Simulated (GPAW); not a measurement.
# NbGe2P4 monolayer in an electric field, part 2 of 2

How does NbGe2P4 monolayer screen a perpendicular field?

GPAW 26.7.0; GPAW, PAW setups; layer in a repeated cell with vacuum, relaxation of atoms and in-plane cell (the session's first sound run).

So far. Step 8 (Field on): The dipole is now 0.0739 e Å, against 9.2e-4 in the run without a field.

## 9. In a field

Level of this step: GPAW, PAW setups; slab in vacuum (GPAW).

Input file run.py:

```python
import json
import numpy as np
from ase import Atoms
from gpaw import GPAW, PW
from gpaw.external import ConstantElectricField

slab = Atoms(
    ['P', 'Ge', 'P', 'Nb', 'P', 'Ge', 'P'],
    positions=[
        [0.00000, -0.00000, 9.00000],
        [0.00000, 2.08876, 10.07371],
        [0.00000, 2.08876, 12.43470],
        [-0.00000, 0.00000, 13.86578],
        [0.00000, 2.08876, 15.29686],
        [0.00000, 2.08876, 17.65785],
        [0.00000, 0.00000, 18.73156]],
    cell=[[3.61785, -0.0, 0.0], [-1.80893, 3.13315, 0.0], [0.0, 0.0, 27.7316]],
    pbc=[True, True, False],
    magmoms=[0.0, 0.0, 0.0, 1.0, 0.0, 0.0, 0.0])

slab.calc = GPAW(mode=PW(400), xc='PBE', kpts={'size': (9, 9, 1), 'gamma': True},
                 occupations={'name': 'fermi-dirac', 'width': 0.05}, nbands='200%',
                 convergence={'density': 1e-05}, maxiter=200,
                 poissonsolver={'dipolelayer': 'xy'},
                 external=ConstantElectricField(0.2, [0, 0, 1]),
                 symmetry={'tolerance': 1e-3}, txt='slab.txt')
result = {}
energy = slab.get_potential_energy()
fermi = slab.calc.get_fermi_level()
v = slab.calc.get_electrostatic_potential().mean((0, 1)) - fermi
n = slab.calc.get_pseudo_density().mean((0, 1))
L = slab.cell[2, 2]
z = np.arange(len(v)) * L / len(v)
low, high = slab.positions[:, 2].min(), slab.positions[:, 2].max()
below, above = np.interp([low - 6.8, high + 6.8], z, v)
slopes = [np.interp(x, z, np.gradient(v, z)) for x in (low - 6.8, high + 6.8)]
eps = np.array([[slab.calc.get_eigenvalues(k, s) for k in range(len(slab.calc.get_ibz_k_points()))]
                for s in range(slab.calc.get_number_of_spins())]) - fermi
top, bottom = eps[eps < 0].max(), eps[eps > 0].min()
dipole = slab.get_dipole_moment()[2]
print(f'energy {energy:.4f} eV, Fermi level {fermi:.4f} eV, dipole {dipole:.5f} e A')
print(f'potential 6.8 A off the faces, from the Fermi level: lower {below:.4f} eV, upper {above:.4f} eV')
print(f'slope of the potential there: lower {slopes[0]:.5f}, upper {slopes[1]:.5f} eV/A')
print(f'nearest levels on the mesh: {top:.4f} and {bottom:.4f} eV')
print('magnetic moment', round(slab.get_magnetic_moment(), 3))
result.update(energy=energy, fermi=fermi, dipole=dipole, below=below, above=above, slopes=slopes, edges=[top, bottom],
              z=z.tolist(), v=v.tolist(), n=n.tolist(), positions=slab.positions.tolist(),
              forces=slab.get_forces(apply_constraint=False).tolist(), moments=slab.get_magnetic_moments().tolist())
json.dump(result, open('result.json', 'w'))
```

The run is started by

```
OMP_NUM_THREADS=1 OPENBLAS_NUM_THREADS=1 python run.py
```

Log:

```text
energy -42.3200 eV, Fermi level -0.2989 eV, dipole 0.14790 e A
potential 6.8 A off the faces, from the Fermi level: lower 6.6876 eV, upper 4.3266 eV
slope of the potential there: lower -0.00010, upper 0.00010 eV/A
nearest levels on the mesh: -0.0540 and 0.0012 eV
magnetic moment 0.0
```

The job ended after 13 min (1 thread of Arm Neoverse V1, shared host; peak memory 0.64 GiB).

The electrostatic potential energy of an electron (without an applied field's), less the Fermi level, planar mean oscillates, so the rows of the table below give means over windows of 1.73 Å about each position, cut where the curve ends. Its maxima inside the range that stand out by 2 % of the span (Å: eV): 0.8: 6.69, 9.5: -8.99, 11.3: 2.88, 13.0: -5.69, 14.7: -6.03, 16.4: 1.89, 18.2: -10.7. Its minima: 9.1: -12.0, 10.1: -13.2, 12.5: -11.0, 13.9: -16.8, 15.3: -11.6, 17.7: -14.7, 18.6: -13.9.

The electrostatic potential energy of an electron (without an applied field's), less the Fermi level, planar mean by z; means over each step:

| z (Å) | electrostatic potential energy of an electron (without an applied field's), less the Fermi level, planar mean (eV) |
| --- | --- |
| 0.86 | 6.56 |
| 2.59 | 6.69 |
| 4.32 | 6.69 |
| 6.05 | 6.66 |
| 7.78 | 3.86 |
| 9.51 | -10.6 |
| 11.24 | -0.412 |
| 12.97 | -9.55 |
| 14.70 | -10.2 |
| 16.43 | -1.39 |
| 18.16 | -12.3 |
| 19.89 | 1.25 |
| 21.62 | 4.31 |
| 23.35 | 4.33 |
| 25.08 | 4.33 |
| 26.81 | 4.39 |

The dipole is now 0.148 e Å, against 9.2e-4 in the run without a field.

## 10. Field on

Changes to run.py since step 9:

```diff
@@ -24,3 +24,3 @@
                  poissonsolver={'dipolelayer': 'xy'},
-                 external=ConstantElectricField(0.2, [0, 0, 1]),
+                 external=ConstantElectricField(0.3, [0, 0, 1]),
                  symmetry={'tolerance': 1e-3}, txt='slab.txt')
```

Log:

```text
energy -42.3385 eV, Fermi level -0.3007 eV, dipole 0.22182 e A
potential 6.8 A off the faces, from the Fermi level: lower 7.2811 eV, upper 3.7401 eV
slope of the potential there: lower -0.00010, upper 0.00010 eV/A
nearest levels on the mesh: -0.0539 and 0.0012 eV
magnetic moment 0.0
```

It took 12 min on 1 thread; peak memory 0.64 GiB.

The electrostatic potential energy of an electron (without an applied field's), less the Fermi level, planar mean oscillates, so the rows of the table below give means over windows of 1.73 Å about each position, cut where the curve ends. Its maxima inside the range that stand out by 2 % of the span (Å: eV): 0.6: 7.28, 9.5: -8.57, 11.3: 3.13, 13.0: -5.60, 14.7: -6.11, 16.4: 1.64, 18.2: -11.1. Its minima: 9.1: -11.6, 10.1: -12.8, 12.5: -10.9, 13.9: -16.8, 15.3: -11.7, 17.7: -15.0, 18.6: -14.4.

Table of electrostatic potential energy of an electron (without an applied field's), less the Fermi level, planar mean by z; means over each step:

| z (Å) | electrostatic potential energy of an electron (without an applied field's), less the Fermi level, planar mean (eV) |
| --- | --- |
| 0.86 | 7.09 |
| 2.59 | 7.28 |
| 4.32 | 7.28 |
| 6.05 | 7.26 |
| 7.78 | 4.41 |
| 9.51 | -10.2 |
| 11.24 | -0.157 |
| 12.97 | -9.46 |
| 14.70 | -10.3 |
| 16.43 | -1.64 |
| 18.16 | -12.7 |
| 19.89 | 0.699 |
| 21.62 | 3.72 |
| 23.35 | 3.74 |
| 25.08 | 3.74 |
| 26.81 | 3.84 |

The dipole is now 0.222 e Å, against 9.2e-4 in the run without a field.

## 11. The series

The members are put on one axis.

This step: induced dipole against applied field (GPAW 26.7.0).

Table of dipole along the normal by field:

| field (V/Å) | dipole along the normal (e·Å) |
| --- | --- |
| -0.200 | -0.148 |
| -0.100 | -0.0739 |
| -0.050 | -0.0370 |
| 0.000 | 9.2e-4 |
| 0.050 | 0.0370 |
| 0.100 | 0.0739 |
| 0.200 | 0.148 |
| 0.300 | 0.222 |

## 12. A changed run

One more run, with changed settings.

This step: GPAW, PAW setups; slab in vacuum (GPAW 26.7.0).

Changes to run.py since step 10:

```diff
@@ -4,3 +4,2 @@
 from gpaw import GPAW, PW
-from gpaw.external import ConstantElectricField
 
@@ -17,3 +16,3 @@
     cell=[[3.61785, -0.0, 0.0], [-1.80893, 3.13315, 0.0], [0.0, 0.0, 27.7316]],
-    pbc=[True, True, False],
+    pbc=[True, True, True],
     magmoms=[0.0, 0.0, 0.0, 1.0, 0.0, 0.0, 0.0])
@@ -22,5 +21,4 @@
                  occupations={'name': 'fermi-dirac', 'width': 0.05}, nbands='200%',
-                 convergence={'density': 1e-05}, maxiter=200,
+                 convergence={'density': 1e-05}, maxiter=100,
                  poissonsolver={'dipolelayer': 'xy'},
-                 external=ConstantElectricField(0.3, [0, 0, 1]),
                  symmetry={'tolerance': 1e-3}, txt='slab.txt')
```

Log:

```text
AssertionError
```

Elapsed: 0.98 s, on 1 thread; peak memory 0.16 GiB.

The program refused the input before any cycle.

The fault put into the input: a dipole layer in a cell that repeats along the normal (pbc_z = true).

## 13. Summary of results

| Item | Value |
| --- | --- |
| work function, upper and lower face | 5.511 and 5.498 eV |
| dipole along the normal | 9.2e-4 e Å, near the numerical noise |
| induced dipole per field | 0.739 e Å per V/Å |
| out-of-plane polarisability per area, α/(ε0 A) | 11.8 Å |

**Reading.** The field induces 0.739 e Å per V/Å, a polarisable thickness α/(ε0 A) of 11.8 Å beside 9.73 Å between the outermost nuclei. A perfect conductor would give the distance between its two image planes; a dielectric of thickness t gives t(1 - 1/ε). The induced dipole is linear in the field over this range. The small printed dipole stands for a step of -15 meV from the lower to the upper face, and the probes find 13 meV; values this small are near the numerical noise of both. One magnetic start was tried; another order may lie lower. The layer's cell and atoms come from the relaxation; spin-orbit coupling and temperature are left out.

[Logs are printed without paths, hosts, clocks, repeated set-up lines and the standing remarks that a program may print on its own settings, such as how far it seeks lower states.]

[Hosts, paths, dates, database ids (printed as entryN), source tags and the programs' standing remarks are cut or masked in the printed files.]
